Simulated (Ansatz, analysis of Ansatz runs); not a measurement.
# Interstitial H in hcp Be, hop from a tetrahedral to the next octahedral site: migration barrier, PBE, part 2 of 3

Aim: the migration barrier of interstitial H in hcp Be, hop from a tetrahedral to the next octahedral site, to be set beside the measurement. Set-up: PBE, 36-site cell, PBE lattice, 420 eV, k: 5x5x4 Gamma-centred, zero-point energy of the moving atom added. The model is a cell of 36 host atoms with 1 H put in. The barrier is the energy of the highest image of a climbing band over the relaxed site that the atom leaves.

Ansatz 0.2.0; PBE, 36-site cell, PBE lattice, 420 eV, k: 5x5x4 Gamma-centred, zero-point energy of the moving atom added.

So far: Starting point; Relaxation, charge 0.

## Step 3: Nudged elastic band

A band of images joins the two ends; its highest image climbs to the saddle, whose energy over the site left is the barrier.

This step: plane-wave PAW DFT, PBE; nudged elastic band between two relaxed defect structures at fixed charge.

Input file neb/input.yaml:

```yaml
crystal:
  lattice:
    - [6.78671482, 0.0, 0.0]
    - [-3.39335741, 5.87746744, 0.0]
    - [0.0, 0.0, 7.13460919]
  atoms:
    - { symbol: Be, position: [0.112206412, 0.222629073, 0.126243636] }
    - { symbol: Be, position: [0.221556568, 0.109779802, 0.376438913] }
    - { symbol: Be, position: [0.111025544, 0.221510282, 0.626508904] }
    - { symbol: Be, position: [0.222047249, 0.110761165, 0.876500306] }
    - { symbol: Be, position: [0.112206412, 0.556244006, 0.126243636] }
    - { symbol: Be, position: [0.19795019, 0.432308428, 0.374791633] }
    - { symbol: Be, position: [0.111025544, 0.556181929, 0.626508904] }
    - { symbol: Be, position: [0.222464174, 0.44456542, 0.875356992] }
    - { symbol: Be, position: [0.111111111, 0.888888889, 0.127459776] }
    - { symbol: Be, position: [0.221556568, 0.778443432, 0.376438913] }
    - { symbol: Be, position: [0.111111111, 0.888888889, 0.625723047] }
    - { symbol: Be, position: [0.222047249, 0.777952751, 0.876500306] }
    - { symbol: Be, position: [0.443755994, 0.222629073, 0.126243636] }
    - { symbol: Be, position: [0.552398955, 0.109532811, 0.376696697] }
    - { symbol: Be, position: [0.443818071, 0.221510282, 0.626508904] }
    - { symbol: Be, position: [0.556715223, 0.111690945, 0.876468401] }
    - { symbol: Be, position: [0.444444444, 0.555555556, 0.121321183] }
    - { symbol: Be, position: [0.567691572, 0.432308428, 0.374791633] }
    - { symbol: Be, position: [0.444444444, 0.555555556, 0.625624254] }
    - { symbol: Be, position: [0.55543458, 0.44456542, 0.875356992] }
    - { symbol: Be, position: [0.443755994, 0.887793588, 0.126243636] }
    - { symbol: Be, position: [0.567691572, 0.80204981, 0.374791633] }
    - { symbol: Be, position: [0.443818071, 0.888974456, 0.626508904] }
    - { symbol: Be, position: [0.55543458, 0.777535826, 0.875356992] }
    - { symbol: Be, position: [0.777777778, 0.222222222, 0.129901753] }
    - { symbol: Be, position: [0.890467189, 0.109532811, 0.376696697] }
    - { symbol: Be, position: [0.777777778, 0.222222222, 0.623846421] }
    - { symbol: Be, position: [0.888309055, 0.111690945, 0.876468401] }
    - { symbol: Be, position: [0.777370927, 0.556244006, 0.126243636] }
    - { symbol: Be, position: [0.890467189, 0.447601045, 0.376696697] }
    - { symbol: Be, position: [0.778489718, 0.556181929, 0.626508904] }
    - { symbol: Be, position: [0.888309055, 0.443284777, 0.876468401] }
    - { symbol: Be, position: [0.777370927, 0.887793588, 0.126243636] }
    - { symbol: Be, position: [0.890220198, 0.778443432, 0.376438913] }
    - { symbol: Be, position: [0.778489718, 0.888974456, 0.626508904] }
    - { symbol: Be, position: [0.889238835, 0.777952751, 0.876500306] }
    - { symbol: H, position: [0.444444444, 0.555555556, 0.398349501] }
basis:
  ecutwfc: 420
  xc_grid: 2
hamiltonian:
  xc: pbe
kpoints:
  mp_grid: { grid: [5, 5, 4] }
scf:
  occupations: { method: methfessel_paxton, width: 0.1 }
  max_iter: 120
output:
  forces: true
neb:
  images: 3
  f_tol: 0.04
  climbing: true
  initial_path: idpp
  max_iterations: 45
  order_check: false
  final_atoms:
    - { symbol: Be, position: [0.111410813, 0.22256591, 0.126308981] }
    - { symbol: Be, position: [0.218490199, 0.10345902, 0.373538597] }
    - { symbol: Be, position: [0.103392478, 0.218556742, 0.629169807] }
[... 2 atom lines left out ...]
    - { symbol: Be, position: [0.218490199, 0.448752185, 0.373538597] }
    - { symbol: Be, position: [0.110209286, 0.557033098, 0.626905076] }
[... 7 atom lines left out ...]
    - { symbol: Be, position: [0.448685642, 0.218556742, 0.629169807] }
[... 1 atom line left out ...]
    - { symbol: Be, position: [0.444676474, 0.55583157, 0.126308981] }
    - { symbol: Be, position: [0.563783363, 0.448752185, 0.373538597] }
    - { symbol: Be, position: [0.448685642, 0.563849906, 0.629169807] }
[... 2 atom lines left out ...]
    - { symbol: Be, position: [0.556966555, 0.780411732, 0.375803327] }
    - { symbol: Be, position: [0.445119032, 0.889420019, 0.626151646] }
[... 7 atom lines left out ...]
    - { symbol: Be, position: [0.780345189, 0.557033098, 0.626905076] }
[... 3 atom lines left out ...]
    - { symbol: Be, position: [0.777822365, 0.889420019, 0.626151646] }
[... 1 atom line left out ...]
    - { symbol: H, position: [0.33358792, 0.333654463, 0.501354202] }
```

The run is started by

```
$ ansatz run input.yaml --threads 2 --pin off --max-ram 3768MiB --backend cpu --events-out ev --progress --plain --runs-dir out
```

Numbers of over 12 decimals in the logs are rounded to 6 here.

What it wrote:

```text
[...]
Warning: neb: disabling space-group detection — the band's intermediate images generally break the endpoint symmetry, so no spatial operation reduces the k-mesh or symmetrises the density, except that a semilocal band can use its path's symmetry ahead of [...]
[...]
parallel-image band execution: 2 concurrent image workers
NEB image 0
Crystal: 37 atoms, lattice volume = 284.590 Å³
Basis set: ecut = 420 eV, 5591 PW (Γ), exchange–correlation on 96×96×96 points (8 copies of the dense FFT grid, shifted against one another)
Bands: 74, of which v1, the nominal top of the filled ones, is band 37 counted from 1 (36 counted from 0)
Symmetry: 1 space group operations
k-points: 51 of 100 (time reversal used)
[...]
SCF iter   1: F=—  HF=-3353.594225 eV  |F-HF|=—  |Δ(HF+E_count)|=         —  Δρ=2.51e-3  dr2=4.84e-2  ethr=1.77e-3  ⟨swp⟩=7.6  Hψ=22739  notcnv=0  defer=459
[...]
SCF iter   5: F=-3353.586184 eV  HF=-3353.586184 eV  |F-HF|=3.01e-8  |Δ(HF+E_count)|=   2.77e-7  S|Δr|=    0.00e0  Δρ=3.48e-6  dr2=4.88e-8  ethr=1.37e-10  ⟨swp⟩=4.0  Hψ=8895  notcnv=0
SCF 1 converged in 5 iterations: F = -3353.586184 eV  dr2 = 4.88e-8
[...]
NSCF: frozen V_eff on 51 k-points
NEB image 4
SCF iter   1: F=—  HF=-3353.397364 eV  |F-HF|=—  |Δ(HF+E_count)|=         —  Δρ=2.38e-3  dr2=1.81e-2  ethr=1.77e-3  ⟨swp⟩=7.9  Hψ=22748  notcnv=0  defer=378
[...]
SCF iter   5: F=-3353.393377 eV  HF=-3353.393377 eV  |F-HF|=2.38e-8  |Δ(HF+E_count)|=   8.29e-8  S|Δr|=    0.00e0  Δρ=3.55e-6  dr2=4.23e-8  ethr=1.37e-10  ⟨swp⟩=3.2  Hψ=7801  notcnv=0
SCF 2 converged in 5 iterations: F = -3353.393377 eV  dr2 = 4.23e-8
[...]
NEB end point (image 0): max|allowed force component| = 4.227e-3 eV/Å (the criterion of neb.relax_end_points is 1.000e-2)
NEB end point (image 4): max|allowed force component| = 4.866e-3 eV/Å (the criterion of neb.relax_end_points is 1.000e-2)
NEB image 1
SCF iter   1: F=—  HF=-3353.231465 eV  |F-HF|=—  |Δ(HF+E_count)|=         —  Δρ=2.64e-3  dr2=3.68e-2  ethr=1.77e-3  ⟨swp⟩=7.6  Hψ=22825  notcnv=0  defer=397
the mixing steps aren't corrected for partly filled atomic shells, since the memory limit or a GPU had no room for it. The iterations and, of several solutions, the one reached can differ
SCF iter   2: F=—  HF=-3353.227388 eV  |F-HF|=—  |Δ(HF+E_count)|=   4.08e-3  S|Δr|=    0.00e0  Δρ=1.52e-3  dr2=1.22e-2  ethr=5.05e-5  ⟨swp⟩=1.2  Hψ=4600  notcnv=0  defer=498
[...]
SCF iter   5: F=-3353.225158 eV  HF=-3353.225158 eV  |F-HF|=1.80e-8  |Δ(HF+E_count)|=   2.03e-7  S|Δr|=    0.00e0  Δρ=3.13e-6  dr2=3.40e-8  ethr=1.37e-10  ⟨swp⟩=4.0  Hψ=8297  notcnv=0
SCF 3 converged in 5 iterations: F = -3353.225158 eV  dr2 = 3.40e-8
NEB image 2
SCF iter   1: F=—  HF=-3352.951292 eV  |F-HF|=—  |Δ(HF+E_count)|=         —  Δρ=2.67e-3  dr2=3.38e-2  ethr=1.77e-3  ⟨swp⟩=7.5  Hψ=22647  notcnv=0  defer=459
[...]
SCF iter   5: F=-3352.942788 eV  HF=-3352.942788 eV  |F-HF|=1.06e-8  |Δ(HF+E_count)|=   1.58e-7  S|Δr|=    0.00e0  Δρ=2.61e-6  dr2=2.17e-8  ethr=1.37e-10  ⟨swp⟩=3.9  Hψ=8746  notcnv=0
SCF 4 converged in 5 iterations: F = -3352.942788 eV  dr2 = 2.17e-8
NEB image 3
SCF iter   1: F=—  HF=-3353.162461 eV  |F-HF|=—  |Δ(HF+E_count)|=         —  Δρ=2.07e-3  dr2=2.07e-2  ethr=1.77e-3  ⟨swp⟩=7.4  Hψ=22468  notcnv=0  defer=463
[...]
SCF iter   5: F=-3353.157217 eV  HF=-3353.157217 eV  |F-HF|=2.24e-8  |Δ(HF+E_count)|=   1.09e-7  S|Δr|=    0.00e0  Δρ=3.22e-6  dr2=3.72e-8  ethr=1.37e-10  ⟨swp⟩=3.5  Hψ=7881  notcnv=0
SCF 5 converged in 5 iterations: F = -3353.157217 eV  dr2 = 3.72e-8
NEB iter   1: max|band force component| = 7.647e-1 eV/Å  barrier→ = 0.6434 eV  barrier← = 0.4506 eV  Δτ_max = 0.0868 Å  (25 SCF iters)
NEB image 1
[...]
iter 1 solved again at ethr=2.60e-5 eV; its pass at ethr=3.10e-3 eV (dr2=1.90e-2 eV) is discarded
[...]
SCF iter   5: F=-3353.307711 eV  HF=-3353.307711 eV  |F-HF|=1.14e-9  |Δ(HF+E_count)|=   8.30e-9  S|Δr|=    0.00e0  Δρ=1.41e-6  dr2=4.69e-9  ethr=1.37e-10  ⟨swp⟩=3.8  Hψ=8069  notcnv=0
SCF 6 converged in 5 iterations: F = -3353.307711 eV  dr2 = 4.69e-9
NEB image 2
[...]
SCF iter   5: F=-3353.054783 eV  HF=-3353.054783 eV  |F-HF|=1.98e-9  |Δ(HF+E_count)|=   3.82e-9  S|Δr|=    0.00e0  Δρ=1.87e-6  dr2=8.14e-9  ethr=1.37e-10  ⟨swp⟩=3.6  Hψ=7859  notcnv=0
SCF 7 converged in 5 iterations: F = -3353.054783 eV  dr2 = 8.14e-9
NEB image 3
[...]
SCF iter   5: F=-3353.214676 eV  HF=-3353.214676 eV  |F-HF|=1.48e-9  |Δ(HF+E_count)|=   9.10e-9  S|Δr|=    0.00e0  Δρ=1.21e-6  dr2=3.95e-9  ethr=1.37e-10  ⟨swp⟩=3.0  Hψ=7763  notcnv=0
SCF 8 converged in 5 iterations: F = -3353.214676 eV  dr2 = 3.95e-9
NEB iter   2: max|band force component| = 6.790e-1 eV/Å  barrier→ = 0.5314 eV  barrier← = 0.3386 eV  Δτ_max = 0.1964 Å  (15 SCF iters)
NEB image 1
[...]
SCF iter   6: F=-3353.358984 eV  HF=-3353.358984 eV  |F-HF|=5.82e-11  |Δ(HF+E_count)|=   1.65e-9  S|Δr|=    0.00e0  Δρ=5.41e-7  dr2=5.39e-10  ethr=1.25e-10  ⟨swp⟩=1.6  Hψ=9706  notcnv=0
SCF 9 converged in 6 iterations: F = -3353.358984 eV  dr2 = 5.39e-10
NEB image 2
[...]
SCF iter   6: F=-3353.088826 eV  HF=-3353.088826 eV  |F-HF|=1.13e-10  |Δ(HF+E_count)|=  9.76e-10  S|Δr|=    0.00e0  Δρ=5.72e-7  dr2=7.13e-10  ethr=1.33e-10  ⟨swp⟩=1.5  Hψ=9807  notcnv=0
SCF 10 converged in 6 iterations: F = -3353.088826 eV  dr2 = 7.13e-10
NEB image 3
[...]
SCF iter   6: F=-3353.225468 eV  HF=-3353.225468 eV  |F-HF|=3.41e-11  |Δ(HF+E_count)|=   2.20e-9  S|Δr|=    0.00e0  Δρ=4.00e-7  dr2=3.18e-10  ethr=6.43e-11  ⟨swp⟩=1.6  Hψ=9625  notcnv=0
SCF 11 converged in 6 iterations: F = -3353.225468 eV  dr2 = 3.18e-10
NEB iter   3: max|band force component| = 1.036e0 eV/Å  barrier→ = 0.4974 eV  barrier← = 0.3046 eV  Δτ_max = 0.0974 Å  (18 SCF iters)
[...]
NEB iter   4: max|band force component| = 3.410e-1 eV/Å  barrier→ = 0.4525 eV  barrier← = 0.2597 eV  CI = image 2  Δτ_max = 0.0580 Å  (15 SCF iters)
[...]
NEB iter   5: max|band force component| = 1.255e-1 eV/Å  barrier→ = 0.4426 eV  barrier← = 0.2498 eV  CI = image 2  Δτ_max = 0.0322 Å  (15 SCF iters)
[...]
NEB iter   6: max|band force component| = 6.785e-2 eV/Å  barrier→ = 0.4396 eV  barrier← = 0.2468 eV  CI = image 2  Δτ_max = 0.0062 Å  (15 SCF iters)
NEB image 1
[...]
SCF iter   5: F=-3353.374222 eV  HF=-3353.374222 eV  |F-HF|=9.32e-11  |Δ(HF+E_count)|=   4.28e-9  S|Δr|=    0.00e0  Δρ=5.66e-7  dr2=6.76e-10  ethr=2.45e-11  ⟨swp⟩=1.9  Hψ=9529  notcnv=0
SCF 21 converged in 5 iterations: F = -3353.374222 eV  dr2 = 6.76e-10
NEB image 2
[...]
SCF iter   5: F=-3353.146930 eV  HF=-3353.146930 eV  |F-HF|=7.37e-11  |Δ(HF+E_count)|=   3.99e-9  S|Δr|=    0.00e0  Δρ=5.46e-7  dr2=6.20e-10  ethr=2.06e-11  ⟨swp⟩=1.7  Hψ=8058  notcnv=0
SCF 22 converged in 5 iterations: F = -3353.146930 eV  dr2 = 6.20e-10
NEB image 3
[...]
SCF iter   3: F=-3353.274000 eV  HF=-3353.274000 eV  |F-HF|=5.36e-8  |Δ(HF+E_count)|=   8.13e-6  S|Δr|=    0.00e0  Δρ=5.36e-6  dr2=9.57e-8  ethr=1.37e-10  ⟨swp⟩=3.0  Hψ=12563  notcnv=0
SCF 23 converged in 3 iterations: F = -3353.274000 eV  dr2 = 9.57e-8
NEB image 1
[...]
NEB image 3
[...]
NEB image 2
[...]
NEB iter   7: max|band force component| = 1.273e-2 eV/Å  barrier→ = 0.4393 eV  barrier← = 0.2464 eV  CI = image 2  Δτ_max = 0.0000 Å  (13 SCF iters)
SCF converged after 5 iterations
[...]
Free energy (F): -3353.146930 eV
[...]
Internal energy: -3353.146016 eV  (E = F + TS)
E sigma→0 (E₀):  -3353.146702 eV
Entropy (-TS):   -0.000914 eV (-0.025 meV/atom)
Fermi energy:    8.608866 eV
[...]
--- Forces (eV/Å), atoms counted from 1 ---
  atom   1  Be     0.00036118    -0.00136968    -0.00058226
  atom   2  Be    -0.00051710     0.00185874    -0.00002069
  atom   3  Be    -0.00057917    -0.00022309    -0.00127049
  [... 2 atoms left out ...]
  atom   6  Be     0.00160887    -0.00134403    -0.00184784
  atom   7  Be     0.00164006    -0.00042546    -0.00231714
  [... 9 atoms left out ...]
  atom  17  Be     0.00049512     0.00170820     0.00020011
  atom  18  Be    -0.00184707    -0.00314489    -0.00436576
  atom  19  Be    -0.00110416     0.00527737     0.01298792
  [... 2 atoms left out ...]
  atom  22  Be    -0.00070031    -0.00285627     0.00093199
  atom  23  Be     0.00045404    -0.00066755    -0.00093391
  [... 11 atoms left out ...]
  atom  35  Be    -0.00020200     0.00159013     0.00000318
  [... 1 atom left out ...]
  atom  37  H     -0.00233541    -0.00067394    -0.00594933
  max |Σ_I F_I| component: 4.08e-5 eV/Å
--- Band table (eV; the first three rows and the last of 51) ---
[...]
[... further k-points left out ...]
this run last wrote the band of iteration 7 to <dir>
--- NEB band (5 images, 7 band iterations, 116 SCF iterations) ---
  forward barrier  = 0.439253 eV
  backward barrier = 0.246446 eV
  lagrangian_above_aufbau_ev (what the smearing adds, to first order; not taken off the barriers): saddle image -0.000890 eV, end points -0.002779 and +0.000434 eV
  climbing image's point = of an order that was not read
  energies are F+E_penalty+E_count in eV, relative to image 0
  image     s (Å)  Δ vs image 0  max|band force component| (eV/Å)
      0    0.0000      0.000000                                 —
      1    0.4190      0.211962                          1.261e-2
  *   2    0.8381      0.439253                          1.273e-2
      3    1.1970      0.312183                          5.184e-3
      4    1.5560      0.192807                                 —
  climbing-image geometry (image 2):
  cell:  # Å, volume = 284.5903 Å³
    - [6.78671482, 0.0, 0.0]
    - [-3.39335741, 5.87746744, 0.0]
    - [0.0, 0.0, 7.13460919]
  atoms:
    - { symbol: Be, position: [0.111553, 0.222011, 0.125086] }
    - { symbol: Be, position: [0.219682, 0.105911, 0.374179] }
    - { symbol: Be, position: [0.105219, 0.217955, 0.627677] }
    - { symbol: Be, position: [0.222741, 0.112040, 0.875603] }
    - { symbol: Be, position: [0.112172, 0.556824, 0.123103] }
    - { symbol: Be, position: [0.202154, 0.440538, 0.368820] }
    - { symbol: Be, position: [0.109894, 0.557524, 0.626998] }
    - { symbol: Be, position: [0.221709, 0.444589, 0.874231] }
    - { symbol: Be, position: [0.110493, 0.887581, 0.126575] }
    - { symbol: Be, position: [0.221620, 0.776568, 0.376112] }
    - { symbol: Be, position: [0.111531, 0.889656, 0.625359] }
    - { symbol: Be, position: [0.222796, 0.779418, 0.876074] }
    - { symbol: Be, position: [0.443891, 0.222017, 0.125086] }
    - { symbol: Be, position: [0.555149, 0.111160, 0.376797] }
    - { symbol: Be, position: [0.446203, 0.217940, 0.627671] }
    - { symbol: Be, position: [0.556202, 0.110865, 0.877212] }
    - { symbol: Be, position: [0.443925, 0.554428, 0.121183] }
    - { symbol: Be, position: [0.571853, 0.440568, 0.368832] }
    - { symbol: Be, position: [0.449607, 0.565768, 0.634680] }
    - { symbol: Be, position: [0.556325, 0.444585, 0.874183] }
    - { symbol: Be, position: [0.444096, 0.888631, 0.127380] }
    - { symbol: Be, position: [0.560734, 0.788034, 0.375051] }
    - { symbol: Be, position: [0.444698, 0.888091, 0.626366] }
    - { symbol: Be, position: [0.557361, 0.781296, 0.880097] }
    - { symbol: Be, position: [0.778227, 0.223029, 0.128467] }
    - { symbol: Be, position: [0.889438, 0.111146, 0.376789] }
    - { symbol: Be, position: [0.776758, 0.220070, 0.626248] }
    - { symbol: Be, position: [0.888074, 0.110863, 0.877222] }
    - { symbol: Be, position: [0.778067, 0.556808, 0.123125] }
    - { symbol: Be, position: [0.890187, 0.446934, 0.376980] }
    - { symbol: Be, position: [0.781004, 0.557512, 0.626953] }
    - { symbol: Be, position: [0.888605, 0.443800, 0.875352] }
    - { symbol: Be, position: [0.777934, 0.888626, 0.127389] }
    - { symbol: Be, position: [0.888351, 0.776560, 0.376118] }
    - { symbol: Be, position: [0.776797, 0.888060, 0.626354] }
    - { symbol: Be, position: [0.890022, 0.779423, 0.876065] }
    - { symbol: H, position: [0.388527, 0.443556, 0.462387] }
```

Wall time 41 min (2 threads of Arm Neoverse N1, shared host); peak memory 2.9 GiB.

The path, image by image:

| image | path (Å) | energy (eV) | H37: x, y, z (Å) |
| --- | --- | --- | --- |
| 0 | 0.000 | 0.0000 | 1.131, 3.265, 2.842 |
| 1 | 0.419 | 0.2120 | 1.132, 2.980, 3.116 |
| 2 | 0.838 | 0.4393 | 1.132, 2.607, 3.299 |
| 3 | 1.197 | 0.3122 | 1.132, 2.291, 3.457 |
| 4 | 1.556 | 0.1928 | 1.132, 1.961, 3.577 |

Read from the output:

```yaml
free_energy: -3353.1469 eV
smearing_term_ts: 9.14e-4 eV
barrier_forward: 0.4393 eV
barrier_backward: 0.2464 eV
```

(Part 2 of 3 ends here.)

[Logs are printed without paths, hosts, clocks, repeated set-up lines and the standing remarks that a program may print on its own settings, such as how far it seeks lower states.]

[Hosts, paths, dates, database ids (printed as entryN), source tags and the programs' standing remarks are cut or masked in the printed files.]

[For some hosts the program warned that the k-mesh of the response run may be too coarse for force constants and the static dielectric constant; such warnings are not shown here.]
